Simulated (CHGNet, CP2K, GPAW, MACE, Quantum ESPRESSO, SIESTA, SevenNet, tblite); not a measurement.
**Generalised stacking fault on (111) (shuffle set) of a GaAs-GaSb solid solution (48 atoms) in tblite**

How near does tblite come to plane waves for generalised stacking fault on (111) (shuffle set) of a GaAs-GaSb solid solution (48 atoms)?

Calculated with tblite 0.8.0; the method is named at each step.

### 1. The starting structure

The cell holds 48 atoms: 24 Ga, 10 Sb and 14 As. Cell: a = 8.267 Å, b = 7.159 Å, c = 20.392 Å, α = 90.0°, β = 83.2°, γ = 90.0°. Zinc-blende GaAs lattice (a = 5.8453 Å, the value set for the mixture), cell with z along [111], 2 x 1 x 2 periods; the third cell vector is tilted by 0.583 of 1/2[1-10] and lengthened by 0 Å, so the cell holds one fault (shuffle set); displaced by a Gaussian of 0.01 Å; 10 of 24 As sites given to Sb at random (lattice constant by Vegard's rule between GaAs and GaSb). Then every atom was moved at random, 0.05 Å r.m.s. a Cartesian component. The structure's axis is c.

The yardstick, on the same geometry:

- method: Kohn-Sham DFT, PBE, GBRV 1.5 ultrasoft pseudopotentials, plane waves (Quantum ESPRESSO 7.5); gbrv-pbe-1.5, cutoffs 40/200 Ry, Γ point
- r.m.s. force component: 0.897 eV/Å
- longest force: 3.717 eV/Å
- pressure: 5.533 GPa
- time: 2.6 min on 4 MPI ranks of Arm Neoverse V1, shared host
- CPU time: 10 min

### 2. GFN1-xTB

Method: GFN1-xTB tight binding, diagonalisation.

Input file run.py:

```python
import numpy as np
from ase.io import read
from tblite.ase import TBLite

atoms = read("structure.xyz")
atoms.calc = TBLite(method="GFN1-xTB", electronic_temperature=580, accuracy=1.0, max_iterations=250, mixer_damping=0.1, verbosity=1)
energy = atoms.get_potential_energy()
forces = atoms.get_forces()
print(f"energy {energy:.6f} eV")
print("forces (eV/A)")
for i, (a, f) in enumerate(zip(atoms, forces)):
    print(f"{i:4d} {a.symbol:2s} {f[0]:10.5f} {f[1]:10.5f} {f[2]:10.5f}")
stress = -atoms.get_stress(voigt=False) * 160.21766
print("stress (GPa, compression positive)")
for row in stress:
    print(" ".join(f"{x:10.4f}" for x in row))
print("charges (e)")
print(np.array2string(atoms.get_charges(), precision=4, suppress_small=True, max_line_width=110, threshold=100000))
```

Input file structure.xyz:

```xyz
48
Lattice="8.26650 0.00000 0.00000 0.00000 7.15900 0.00000 2.41109 0.00000 20.24871" Properties=species:S:1:pos:R:3 pbc="T T T"
Ga 6.19216 3.53862 18.97385
Sb 6.09154 3.52430 1.23193
Ga 6.14043 5.86981 2.22149
As 6.24600 6.00747 4.72909
Ga 10.44218 3.56103 18.96109
As 2.06417 3.57535 1.16167
Ga 1.97687 5.86981 2.09675
As 2.12913 5.98027 4.66814
Ga 4.10549 7.10481 19.10061
As 4.16861 0.03823 1.26818
Ga 4.20056 2.41344 2.08703
As 4.09697 2.40113 4.71876
Ga 4.13614 4.75665 5.53924
As 4.16172 4.72788 7.93466
Ga 6.25755 1.19734 5.46897
Sb 6.22934 1.19562 8.00755
Ga 6.13071 3.60721 8.86833
Sb 6.17928 3.52932 11.40063
Ga 6.18532 6.05265 12.24136
Sb 6.15558 6.04263 14.70117
Ga 8.33242 0.03844 18.83414
Sb 8.26501 7.13208 1.11145
Ga 8.16289 2.40249 2.06577
As 8.18371 2.28823 4.63088
Ga 8.26398 4.71191 5.40499
Sb 8.24658 4.74713 8.06911
Ga 2.06655 1.22856 5.48031
As 2.04851 1.19892 7.91907
Ga 2.12295 3.58695 8.80657
As 2.01879 3.58344 11.42108
Ga 2.15735 5.95185 12.27578
As 1.98958 5.86666 14.81213
Ga 4.12551 0.02463 8.79341
As 4.15386 0.01439 11.35163
Ga 4.10625 2.35402 12.16462
As 4.08766 2.41917 14.71737
Ga 4.16139 4.69580 15.61358
Sb 4.14303 4.88523 18.16208
Ga 6.16607 1.12919 15.63140
Sb 6.19564 1.25290 18.08736
Ga 8.20522 7.15220 8.89850
Sb 8.21766 0.03200 11.37795
Ga 8.30261 2.38767 12.22253
As 8.27116 2.37715 14.85891
Ga 8.38370 4.74069 15.62289
As 8.34922 4.79023 18.16026
Ga 2.07042 1.19548 15.65489
Sb 10.29641 1.15124 18.07359
```

Started as:

```bash
OMP_NUM_THREADS=1 python run.py > output.txt
```

The program printed:

```text
------------------------------------------------------------
  cycle        total energy    energy error   density error
------------------------------------------------------------
      1     -88.95892662343  -8.9061414E+01   4.2875636E-01
      2     -89.99164025728  -1.0327136E+00   3.2436870E-01
      3     -83.95090552837   6.0407347E+00   3.2316094E-01
      4     -89.18772602057  -5.2368205E+00   2.6607962E-01
      5     -90.92874043760  -1.7410144E+00   1.5884858E-01
      6     -90.29815329953   6.3058714E-01   7.5384914E-02
      7     -90.85014495236  -5.5199165E-01   4.2769701E-02
      8     -91.08672023389  -2.3657528E-01   2.5665435E-02
      9     -91.09407452953  -7.3542956E-03   1.7588964E-02
     10     -91.11222389965  -1.8149370E-02   9.7526899E-03
     11     -91.11137008285   8.5381680E-04   8.3299571E-03
     12     -91.11186212201  -4.9203916E-04   5.6596220E-03
     13     -91.11380343053  -1.9413085E-03   2.2040364E-03
     14     -91.11370896380   9.4466732E-05   1.7922473E-03
     15     -91.11377878825  -6.9824447E-05   1.0067971E-03
     16     -91.11383647655  -5.7688304E-05   4.5386283E-04
     17     -91.11383854212  -2.0655730E-06   3.3707079E-04
     18     -91.11384523341  -6.6912868E-06   1.4757559E-04
     19     -91.11384594127  -7.0785944E-07   1.0855372E-04
     20     -91.11384632939  -3.8812340E-07   5.0028792E-05
     21     -91.11384633748  -8.0917459E-09   3.0863375E-05
     22     -91.11384633773  -2.4360247E-10   2.2325350E-05
     23     -91.11384636423  -2.6498014E-08   7.5717050E-06
------------------------------------------------------------
 total:                                   4.015 sec
energy -2479.334046 eV
forces (eV/A)
   0 Ga    0.72261    1.73678    1.79774
   1 Sb    2.87238    2.43834   -3.27969
   2 Ga   -0.58994    0.76762    0.83694
   3 As   -0.24766    0.06613   -0.63446
   4 Ga   -1.54731   -0.21953    1.55232
   5 As   -0.15196   -0.01512   -0.75169
   6 Ga    1.45349   -0.80381    1.06083
   7 As   -0.30110    0.28807   -0.58493
   8 Ga    0.10728    2.36227    2.29722
   9 As    0.51254   -0.09675   -0.41362
  10 Ga   -4.10897   -2.75359    2.48804
  11 As    0.35686    0.33047   -0.83052
  12 Ga    0.12382   -0.35141   -0.19513
  13 As   -0.33849    0.80261    0.13721
  14 Ga   -1.01198   -0.46330   -0.40416
  15 Sb   -0.63659    1.08639   -0.65157
  16 Ga   -0.80677   -0.12136    0.13101
  17 Sb    0.32630    1.64662   -0.22735
  18 Ga   -1.47539   -0.98610   -1.01753
  19 Sb    0.66602   -1.95649    0.40795
  20 Ga   -2.78779   -2.82449    2.18214
  21 Sb   -0.15039    0.41890   -2.01169
  22 Ga    1.65534   -0.48074    1.18213
  23 As    1.00826    1.03744   -0.96715
[...]
40 Ga    1.93956   -0.07960   -0.53784
  41 Sb    1.61688   -0.18479    0.16628
  42 Ga    0.82494    0.50024    1.88164
  43 As   -0.40959    0.21562   -0.95743
  44 Ga   -0.99588   -0.79606    1.06669
  45 As   -0.32230    0.24486   -0.47318
  46 Ga    0.05074   -0.41878   -2.72474
  47 Sb    2.48579    1.67802    1.02498
stress (GPa, compression positive)
   14.6485     0.9692     0.0002
    0.9692     7.6262    -0.4280
    0.0002    -0.4280     5.4906
charges (e)
[-0.019   0.0993 -0.0298 -0.0125 -0.0329 -0.0241 -0.031  -0.0154 -0.0844 -0.0332 -0.0472 -0.0153  0.0238
 -0.0122  0.0001  0.1031 -0.0788  0.1006 -0.0781  0.1075 -0.0396  0.1044 -0.0527 -0.0086 -0.0015  0.0943
  0.0208 -0.0199 -0.0208 -0.0156 -0.0051 -0.0115 -0.0147 -0.012  -0.0048 -0.0098 -0.0447  0.11   -0.0836
  0.1107 -0.085   0.1039 -0.0438 -0.0119 -0.0372 -0.0195 -0.0321  0.1097]
```

Wall time 4.6 s (1 thread of Arm Neoverse V1, shared host); peak memory 0.11 GiB.

Banners, paths, timers and routine set-up lines are dropped from the logs unmarked, and long logs keep their key lines alone; longer cuts are marked.

Against the reference:

| Property | Result |
| --- | --- |
| r.m.s. force component | 1.202 eV/Å |
| r.m.s. difference of force components | 422.2 meV/Å |
| longest difference of force vectors | 2304 meV/Å |
| force difference over r.m.s. force | 47.07 % |
| slope of forces against the reference's | 1.288 |
| correlation of force components | 0.9606 |
| pressure | 9.255 GPa |
| pressure difference | 3.722 GPa |

Length of the force difference by element (eV/Å):

| element | atoms | mean | most |
| --- | --- | --- | --- |
| As | 14 | 0.39 | 0.64 |
| Ga | 24 | 0.61 | 1.8 |
| Sb | 10 | 0.88 | 2.3 |

The surroundings of Ga11, which bears the longest force, nearest first, numbered as they follow in the input and with coordinates relative to it.

| atom | x | y | z | distance (Å) | bonds | Mulliken charge (e) | Fx | Fy | Fz (eV/Å) |
| --- | --- | --- | --- | --- | --- | --- | --- | --- | --- |
| Ga11 | 0.00 | 0.00 | 0.00 | 0.00 | 4 | -0.05 | -4.11 | -2.75 | 2.49 |
| Sb2 | 1.89 | 1.11 | -0.86 | 2.35 | 3 | 0.10 | 2.87 | 2.44 | -3.28 |
| As10 | -0.03 | -2.38 | -0.82 | 2.51 | 3 | -0.03 | 0.51 | -0.10 | -0.41 |
| As6 | -2.14 | 1.16 | -0.93 | 2.60 | 3 | -0.02 | -0.15 | -0.02 | -0.75 |
| As12 | -0.10 | -0.01 | 2.63 | 2.63 | 4 | -0.02 | 0.36 | 0.33 | -0.83 |
| Ga1 | -0.42 | 1.13 | -3.36 | 3.57 | 3 | -0.02 | 0.72 | 1.74 | 1.80 |
| Ga23 | 3.96 | -0.01 | -0.02 | 3.96 | 4 | -0.05 | 1.66 | -0.48 | 1.18 |
| Ga3 | 1.94 | 3.46 | 0.13 | 3.97 | 4 | -0.03 | -0.59 | 0.77 | 0.84 |
| Ga7 | -2.22 | 3.46 | 0.01 | 4.11 | 4 | -0.03 | 1.45 | -0.80 | 1.06 |
| Ga15 | 2.06 | -1.22 | 3.38 | 4.14 | 4 | 0.00 | -1.01 | -0.46 | -0.40 |
| Ga13 | -0.06 | 2.34 | 3.45 | 4.17 | 4 | 0.02 | 0.12 | -0.35 | -0.20 |
| Ga27 | -2.13 | -1.18 | 3.39 | 4.18 | 4 | 0.02 | -0.14 | -0.58 | 0.30 |
| Ga3 | 1.94 | -3.70 | 0.13 | 4.18 | 4 | -0.03 | -0.59 | 0.77 | 0.84 |

Atoms are counted from 1 here, from 0 in the log.

Forces lie 47 % from the reference's, at 0.0074 times its CPU time (on 1 against 4 cores).

### 3. Results

* force difference from the reference: tblite GFN1-xTB, 47 %
* its CPU time: 4.6 s

**Reading.** Tight binding differs by 47 % (tblite GFN1-xTB); it is another model, with fitted parameters of its own, and the xTB methods hold dispersion. One electronic-structure run takes under half the reference's CPU time: tblite GFN1-xTB, at 47 % in 4.6 s against 10 min; its pressure misses by +3.7 GPa. Periodic xTB results under one method name differ between programs and library versions. The reference's pressure holds the uncorrected Pulay stress of its 40 Ry basis, so small pressure differences, and their order, may be the reference's own error. The reference's stress is far from hydrostatic: its diagonal is 11.6, 1.5, 3.5 GPa, compression counted positive. The host structure and its lattice constant were typed by rule, without a check against the phase diagram. The reference's pressure of 5.5 GPa belongs to a cell and atoms that aren't relaxed at this level. The electronic-structure runs sample only Γ, in a cell whose shortest periodic width is 7 Å, which is coarse for a cell with partly filled levels. Spin–orbit coupling is left out, which matters for the levels of the heavy elements.

[Also dropped from logs without a mark: logging warnings of Python, and SIESTA's first energy breakdown and zero terms.]

[Logs are printed without paths, hosts, clocks, repeated set-up lines and the standing remarks that a program may print on its own settings, such as how far it seeks lower states.]

[Hosts, paths, dates, database ids (printed as entryN), source tags and the programs' standing remarks are cut or masked in the printed files.]
